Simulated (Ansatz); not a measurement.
# AlN (F-43m): zone-centre modes under pressure, part 2 of 3

Aim: how do the optical modes of AlN (F-43m) move with volume?

Ansatz 0.2.0; DFT PBE, scalar-relativistic, plane waves, PAW; PAW set soft_1.

So far. Step 3 (Tight relaxation): The forces vanish by symmetry and the pressure is -0.001 GPa, within the tolerances set. The cell now holds 10.67 Å³/atom.

### Step 4. Modes at rest

The modes at rest are the reference of the series, and the response to a field gives the dielectric tensor and the Born charges.

Contents of input.yaml:

```yaml
crystal:
  lattice:
    - [0.0, 2.2012582252, 2.2012582252]
    - [2.2012582252, 0.0, 2.2012582252]
    - [2.2012582252, 2.2012582252, 0.0]
  atoms:
    - { symbol: "N", position: [0.25, 0.25, 0.25] }
    - { symbol: Al, position: [0.0, 0.0, 0.0] }
kpoints:
  mp_grid: { grid: [12, 12, 12] }
hamiltonian:
  xc: pbe
  pseudopotentials: { kind: paw, azcp: { folder: soft_1 } }
scf:
  occupations: { method: fixed }
output:
  eigenvalues: true
phonons:
  method: dfpt
  dielectric: true
  rigid_motions: translations
  raman: true
```

On the command line:

```sh
ansatz run input.yaml --threads 4 --pin off --max-ram 10240MiB --backend cpu --events-out ev --progress --plain --runs-dir out
```

Numbers of over 12 decimals in the logs are rounded to 6 here.

Output:

```text
[...]
Crystal: 2 atoms, lattice volume = 21.333 Å³
Basis set: ecut = 420 eV, 411 PW (Γ), exchange–correlation on 48×48×48 points (8 copies of the dense FFT grid, shifted against one another)
Bands: 8, of which v1, the nominal top of the filled ones, is band 4 counted from 1 (3 counted from 0)
Symmetry: 24 space group operations
k-points: 280 of 1728 (irreducible under 4 space group operations, time reversal used)
[...]
SCF iter   1: F=—  HF=-925.614721 eV  |F-HF|=—  |Δ(HF+E_count)|=         —  Δρ=1.35e-1  dr2=4.82e0  ethr=3.10e-3  ⟨swp⟩=4.0  Hψ=14503  notcnv=0  defer=40
[...]
SCF iter   8: F=-924.216748 eV  HF=-924.216748 eV  |F-HF|=3.30e-12  |Δ(HF+E_count)|=   3.31e-9  Δρ=2.11e-7  dr2=4.79e-12  ethr=1.25e-12  ⟨swp⟩=6.8  Hψ=12200  notcnv=0
SCF 1 converged in 8 iterations: F = -924.216748 eV  dr2 = 4.79e-12
[...]
NSCF: frozen V_eff on 1 k-points
DFPT response loops at Γ: preconditioner auto → none (the input reference at scf.mixing.eps_inf says where Resta's filter doesn't serve); β = 0.50; Broyden in place of MSR1
── the response to a field inside a basis, on 12×12×12 k-points: an SCF that follows is theirs, and a resumed run solves both again ──
Bands: 5, of which v1, the nominal top of the filled ones, is band 4 counted from 1 (3 counted from 0)
k-points: 182
[...]
Eigensolver: Dense (182 Hₖ)
SCF iter   1: F=—  HF=-924.217665 eV  |F-HF|=—  |Δ(HF+E_count)|=         —  Δρ=2.81e-4  dr2=2.20e-6  ethr=1.00e-1
[...]
SCF iter   5: F=-924.217670 eV  HF=-924.217670 eV  |F-HF|=1.93e-12  |Δ(HF+E_count)|=   1.71e-9  Δρ=1.15e-7  dr2=6.43e-13  ethr=1.69e-11
SCF 1 converged in 5 iterations: F = -924.217670 eV  dr2 = 6.43e-13
[...]
SCF converged after 8 iterations
Free energy (F): -924.216748 eV
[...]
Internal energy: -924.216748 eV  (E = F + TS)
E sigma→0 (E₀):  -924.216748 eV
Fermi energy:    6.718830 eV
[...]
--- Band table (eV; the first three rows and the last of 280) ---
[...]
--- Phonons (Γ-DFPT): 2 representative perturbations + reference, on 280 of 1728 k-points (Σ response iterations 6) ---
  k mesh reduced under 4 symmetry operations, with k and −k counted as one. Each operation leaves every solved perturbation unchanged. A smaller set is not considered because the run solves the response to a homogeneous field
  ASR residual: 5.582e-5 → 0.000e0 eV/Å²; symmetrization residual: 7.698e-7 eV/Å²
  ASR residual per site (eV/Å²): 5.58e-5 4.06e-5
  Γ frequencies (cm⁻¹): 0.00 0.00 0.00 635.36 635.36 635.36
  ε∞ (high-frequency dielectric tensor):
        4.623427     0.000000    -0.000000
       -0.000000     4.623427     0.000000
       -0.000000    -0.000000     4.623427
  ε⁰ (static dielectric tensor: ions relaxed, cell fixed):
        8.647665     0.000000     0.000000
       -0.000000     8.647665     0.000000
        0.000000    -0.000000     8.647665
  ε⁰ − ε∞ (ionic part):
        4.024238    -0.000000     0.000000
       -0.000000     4.024238     0.000000
        0.000000     0.000000     4.024238
  softest optical mode at Γ: 635.36 cm⁻¹; the repairs (sum rule, projections) moved no ω² at Γ by more than (1.08 cm⁻¹)²
  Born effective charges Z* (e; rows j = field, columns β = displacement):
    site 0:
        -2.54827    0.00000   -0.00000
        -0.00000   -2.54827   -0.00000
        -0.00000    0.00000   -2.54827
    site 1:
         2.54827   -0.00000    0.00000
         0.00000    2.54827    0.00000
         0.00000    0.00000    2.54827
  Z* charge neutrality: 1.133e-5 e pre-enforcement
  k-mesh period / interband length: 37.4 Å / 1.80 Å = 20.81 at k = (0.0000, 0.0000, 0.0000), direct gap 3.981 eV — 14 or more, which is no proof of convergence
  Raman tensors (in the event stream and the table raman_tensors.tsv): an entry may err by 8.0e-4 Å², one of the second-order susceptibility by 1.3e-3 pm/V (basis, points and sum rule); their sum over the sites missed zero by 1.577e-5 Å² ahead of its enforcement
  optical modes at Γ without the LO–TO term, one row a degenerate level:
      ω (cm⁻¹)  modes    IR ((D/Å)²/amu)  static Raman (Å⁴/amu)  depolarisation
        635.36      3            48.7443                20.3875           0.750
  optical modes at Γ + LO–TO along q̂ = [1.0000, 0.0000, 0.0000]:
      ω (cm⁻¹)  modes    IR ((D/Å)²/amu)  static Raman (Å⁴/amu)  depolarisation
        635.36      2            32.4962                13.5917           0.750
        868.93      1            16.2481                 6.8824           0.750
  optical modes at Γ + LO–TO along q̂ = [0.0000, 1.0000, 0.0000]:
      ω (cm⁻¹)  modes    IR ((D/Å)²/amu)  static Raman (Å⁴/amu)  depolarisation
        635.36      2            32.4962                13.5917           0.750
        868.93      1            16.2481                 6.8824           0.750
  optical modes at Γ + LO–TO along q̂ = [0.0000, 0.0000, 1.0000]:
      ω (cm⁻¹)  modes    IR ((D/Å)²/amu)  static Raman (Å⁴/amu)  depolarisation
        635.36      2            32.4962                13.5917           0.750
        868.93      1            16.2481                 6.8824           0.750
```

It took 34 s on 4 threads of Arm Neoverse V1, shared host; peak memory 0.73 GiB.

This step gave:

| Property | Result |
| --- | --- |
| sum-rule residual before enforcement | 5.58e-5 eV/Å² |
| miss of the charge sum rule | 1.13e-5 e |
| point group | -43m |
| highest optical mode at the zone centre (no LO-TO term) | 635.4 cm⁻¹ |
| lowest optical zone-centre mode | 635.4 cm⁻¹ |
| mean high-frequency dielectric constant | 4.623 |
| largest Born charge (third of the trace) | -2.548 e |
| mean static dielectric constant | 8.648 |
| top of the zone-centre spectrum with the field | 868.9 cm⁻¹ |

Without the LO-TO term. Patterns of degenerate modes are one choice out of their space. The modes at Γ (shares of kinetic energy by element, %):

| mode | frequency (cm⁻¹) | symmetry | N % | Al % |
| --- | --- | --- | --- | --- |
| 1 | 0.0 | acoustic | 34 | 66 |
| 2 | 0.0 | acoustic | 34 | 66 |
| 3 | 0.0 | acoustic | 34 | 66 |
| 4 | 635.4 | T2 | 66 | 34 |
| 5 | 635.4 | T2 | 66 | 34 |
| 6 | 635.4 | T2 | 66 | 34 |

Displacements in mode 4 (635.4 cm⁻¹), the largest set to 1:
```
N1   0.00  1.00 -0.50
Al2  0.00 -0.52  0.26
```

Optical modes at the zone centre, without and with the macroscopic field of the longitudinal modes; each column is sorted by frequency, so a row need not hold one and the same mode. Modes with and without the field, by row:

| rank among optical modes | no field (cm⁻¹) | q along (1, 0, 0) (cm⁻¹) |
| --- | --- | --- |
| 1 | 635.4 | 635.4 |
| 2 | 635.4 | 635.4 |
| 3 | 635.4 | 868.9 |

Born charge (rows field, columns displacement) (e), principal values of the symmetric part by kind of site:

| atom | atoms with these values | low | middle | high | mean |
| --- | --- | --- | --- | --- | --- |
| N1 | 1 | -2.55 | -2.55 | -2.55 | -2.55 |
| Al2 | 1 | 2.55 | 2.55 | 2.55 | 2.55 |

In full for N1:

```
-2.55  0.00  0.00
 0.00 -2.55  0.00
 0.00  0.00 -2.55
```

High-frequency dielectric tensor:

```
4.62 0.00 0.00
0.00 4.62 0.00
0.00 0.00 4.62
```

Static dielectric tensor (ions relaxed, fixed cell):

```
8.65 0.00 0.00
0.00 8.65 0.00
0.00 0.00 8.65
```

Transverse modes. Infrared lines, with heights relative to the strongest:

| position (cm⁻¹) | label | relative intensity |
| --- | --- | --- |
| 635 | T2 | 100 |

Activity x (w_L - w)^4 (n + 1)/w, 532 nm, 300 K; modes without the macroscopic field alone. Raman lines, with heights relative to the strongest:

| position (cm⁻¹) | label | relative intensity |
| --- | --- | --- |
| 635 | T2 | 100 |

Before it was imposed, the acoustic sum rule was missed by 5.6e-5 eV/Å² and the charge sum rule by 1.1e-5 e. Small misses are needed for a sound result but don't prove that mesh and cutoff are converged. The lowest optical mode is real, 635 cm⁻¹.

### Step 5. Ground state of a member: 1.06 times the volume at rest

The cell is set to 1.06 times the volume at rest; symmetry leaves nothing else free, so this is a single point.

input.yaml, the sections that differ from step 4:

```yaml
crystal:
  lattice:
    - [0.0, 2.2444311119, 2.2444311119]
    - [2.2444311119, 0.0, 2.2444311119]
    - [2.2444311119, 2.2444311119, 0.0]
  atoms:
    - { symbol: "N", position: [0.25, 0.25, 0.25] }
    - { symbol: Al, position: [0.0, 0.0, 0.0] }
output:
  forces: true
  stress: true
  eigenvalues: true
# kpoints, hamiltonian, scf: as in step 4
# phonons: removed
```

Output:

```text
[...]
Crystal: 2 atoms, lattice volume = 22.613 Å³
Basis set: ecut = 420 eV, 459 PW (Γ), exchange–correlation on 48×48×48 points (8 copies of the dense FFT grid, shifted against one another)
Bands: 8, of which v1, the nominal top of the filled ones, is band 4 counted from 1 (3 counted from 0)
Symmetry: 24 space group operations
[...]
k-points: 72 of 1728 (time reversal used)
[...]
SCF iter   1: F=—  HF=-925.454966 eV  |F-HF|=—  |Δ(HF+E_count)|=         —  Δρ=1.26e-1  dr2=4.58e0  ethr=3.10e-3  ⟨swp⟩=4.0  Hψ=3748  notcnv=0  defer=20
[...]
SCF iter   7: F=-924.174781 eV  HF=-924.174781 eV  |F-HF|=3.17e-9  |Δ(HF+E_count)|=   9.51e-8  Δρ=3.51e-6  dr2=1.52e-9  ethr=1.09e-9  ⟨swp⟩=2.8  Hψ=2636  notcnv=0
SCF 1 converged in 7 iterations: F = -924.174781 eV  dr2 = 1.52e-9
[...]
SCF converged after 7 iterations
Free energy (F): -924.174781 eV
[...]
Internal energy: -924.174781 eV  (E = F + TS)
E sigma→0 (E₀):  -924.174781 eV
Fermi energy:    6.136030 eV
[...]
--- Stress (GPa, compression-positive) ---
      -10.027223       0.000000      -0.000000
       -0.000000     -10.027223       0.000000
       -0.000000       0.000000     -10.027223
  P = ⅓ Tr σ = -10.0272 GPa (-100.272 kbar)
--- Band table (eV; the first three rows and the last of 72) ---
[...]
```

Run time: 0.66 s. Hardware: 4 threads; peak memory 0.27 GiB; 2.1 s of CPU time.

This step gave:

| Property | Result |
| --- | --- |
| pressure | -10.03 GPa |
| gap on the k-mesh | 3.277 eV |
| volume per atom | 11.31 Å³ |

The forces vanish by symmetry, at a pressure of -10.03 GPa.

### Step 6. Modes of this member: 1.06 times the volume at rest

The zone-centre modes follow for 1.06 times the volume at rest, with the response to a field.

Changes to input.yaml since step 5:

```diff
@@ -16,4 +16,6 @@
 output:
-  forces: true
-  stress: true
   eigenvalues: true
+phonons:
+  method: dfpt
+  dielectric: true
+  rigid_motions: translations
```

Output:

```text
[...]
Crystal: 2 atoms, lattice volume = 22.613 Å³
Basis set: ecut = 420 eV, 459 PW (Γ), exchange–correlation on 48×48×48 points (8 copies of the dense FFT grid, shifted against one another)
Bands: 8, of which v1, the nominal top of the filled ones, is band 4 counted from 1 (3 counted from 0)
Symmetry: 24 space group operations
k-points: 280 of 1728 (irreducible under 4 space group operations, time reversal used)
[...]
SCF iter   1: F=—  HF=-925.454930 eV  |F-HF|=—  |Δ(HF+E_count)|=         —  Δρ=1.26e-1  dr2=4.58e0  ethr=3.10e-3  ⟨swp⟩=4.0  Hψ=14549  notcnv=0  defer=62
[...]
SCF iter   8: F=-924.174781 eV  HF=-924.174781 eV  |F-HF|=4.09e-12  |Δ(HF+E_count)|=   3.23e-9  Δρ=2.21e-7  dr2=6.30e-12  ethr=1.25e-12  ⟨swp⟩=7.0  Hψ=12361  notcnv=0
SCF 1 converged in 8 iterations: F = -924.174781 eV  dr2 = 6.30e-12
[...]
Bands: 5, of which v1, the nominal top of the filled ones, is band 4 counted from 1 (3 counted from 0)
k-points: 182 of 1728 (irreducible under 6 space group operations, time reversal used)
[...]
Eigensolver: Dense (182 Hₖ)
SCF iter   1: F=—  HF=-924.175617 eV  |F-HF|=—  |Δ(HF+E_count)|=         —  Δρ=2.65e-4  dr2=2.05e-6  ethr=1.00e-1
[...]
SCF iter   4: F=-924.175623 eV  HF=-924.175623 eV  |F-HF|=1.59e-9  |Δ(HF+E_count)|=   4.56e-8  Δρ=4.61e-6  dr2=1.29e-9  ethr=3.27e-9
SCF 1 converged in 4 iterations: F = -924.175623 eV  dr2 = 1.29e-9
[...]
SCF converged after 8 iterations
Free energy (F): -924.174781 eV
[...]
Internal energy: -924.174781 eV  (E = F + TS)
E sigma→0 (E₀):  -924.174781 eV
Fermi energy:    6.136034 eV
[...]
--- Band table (eV; the first three rows and the last of 280) ---
[...]
ASR residual: 8.131e-5 → 0.000e0 eV/Å²; symmetrization residual: 1.051e-6 eV/Å²
  ASR residual per site (eV/Å²): 8.13e-5 2.90e-5
  Γ frequencies (cm⁻¹): 0.00 0.00 0.00 582.79 582.79 582.79
  ε∞ (high-frequency dielectric tensor):
        4.754962    -0.000000    -0.000000
       -0.000000     4.754962     0.000000
       -0.000000     0.000000     4.754962
  ε⁰ (static dielectric tensor: ions relaxed, cell fixed):
        9.293251    -0.000000    -0.000000
       -0.000000     9.293251     0.000000
       -0.000000     0.000000     9.293251
  ε⁰ − ε∞ (ionic part):
        4.538288    -0.000000    -0.000000
       -0.000000     4.538288     0.000000
       -0.000000     0.000000     4.538288
[...]
Born effective charges Z* (e; rows j = field, columns β = displacement):
    site 0:
        -2.55564    0.00000    0.00000
         0.00000   -2.55564   -0.00000
         0.00000   -0.00000   -2.55564
    site 1:
         2.55564   -0.00000   -0.00000
        -0.00000    2.55564    0.00000
        -0.00000    0.00000    2.55564
  Z* charge neutrality: 3.222e-4 e pre-enforcement
  solved inside a basis spanned on kpoints, on 12×12×12 k-points, its susceptibility summed on 16×16×16: ε∞ is read to err by 1.2e-2, Z* by 8.2e-3 e (field_mesh: kpoints solves on kpoints); Z* is corrected for what the basis lacks
  optical modes at Γ without the LO–TO term, one row a degenerate level:
      ω (cm⁻¹)  modes    IR ((D/Å)²/amu)
        582.79      3            49.0266
  optical modes at Γ + LO–TO along q̂ = [1.0000, 0.0000, 0.0000]:
      ω (cm⁻¹)  modes    IR ((D/Å)²/amu)
        582.79      2            32.6844
        814.75      1            16.3422
  optical modes at Γ + LO–TO along q̂ = [0.0000, 1.0000, 0.0000]:
      ω (cm⁻¹)  modes    IR ((D/Å)²/amu)
        582.79      2            32.6844
        814.75      1            16.3422
  optical modes at Γ + LO–TO along q̂ = [0.0000, 0.0000, 1.0000]:
      ω (cm⁻¹)  modes    IR ((D/Å)²/amu)
        582.79      2            32.6844
        814.75      1            16.3422
```

Elapsed: 12 s, on 4 threads; peak memory 0.52 GiB.

This step gave:

- sum-rule residual before enforcement: 8.13e-5 eV/Å²
- miss of the charge sum rule: 3.22e-4 e
- estimated error of the dielectric tensor: 0.01216
- estimated error of the Born charges: 0.008244 e
- highest optical mode at the zone centre (no LO-TO term): 582.8 cm⁻¹
- lowest optical zone-centre mode: 582.8 cm⁻¹
- mean high-frequency dielectric constant: 4.755
- largest Born charge (third of the trace): -2.556 e
- mean static dielectric constant: 9.293
- top of the zone-centre spectrum with the field: 814.8 cm⁻¹

Without the LO-TO term. Patterns of degenerate modes are one choice out of their space. Modes at Γ, with each element's share of the kinetic energy:

| mode | frequency (cm⁻¹) | symmetry | N % | Al % |
| --- | --- | --- | --- | --- |
| 1 | 0.0 | acoustic | 34 | 66 |
| 2 | 0.0 | acoustic | 34 | 66 |
| 3 | 0.0 | acoustic | 34 | 66 |
| 4 | 582.8 | T2 | 66 | 34 |
| 5 | 582.8 | T2 | 66 | 34 |
| 6 | 582.8 | T2 | 66 | 34 |

Transverse modes. Infrared lines, with heights relative to the strongest:

| position (cm⁻¹) | label | relative intensity |
| --- | --- | --- |
| 583 | T2 | 100 |

The optical mode without the LO-TO term lies at 582.8 cm⁻¹.

For the mean static dielectric tensor (ions relaxed, fixed cell), step 4 gave 8.65; this run, with volume ratio 1.06, gives 9.29 (+7 %).

[end of part 2 of 3]

[Logs are printed without paths, hosts, clocks, repeated set-up lines and the standing remarks that a program may print on its own settings, such as how far it seeks lower states.]

[Hosts, paths, dates, database ids (printed as entryN), source tags and the programs' standing remarks are cut or masked in the printed files.]
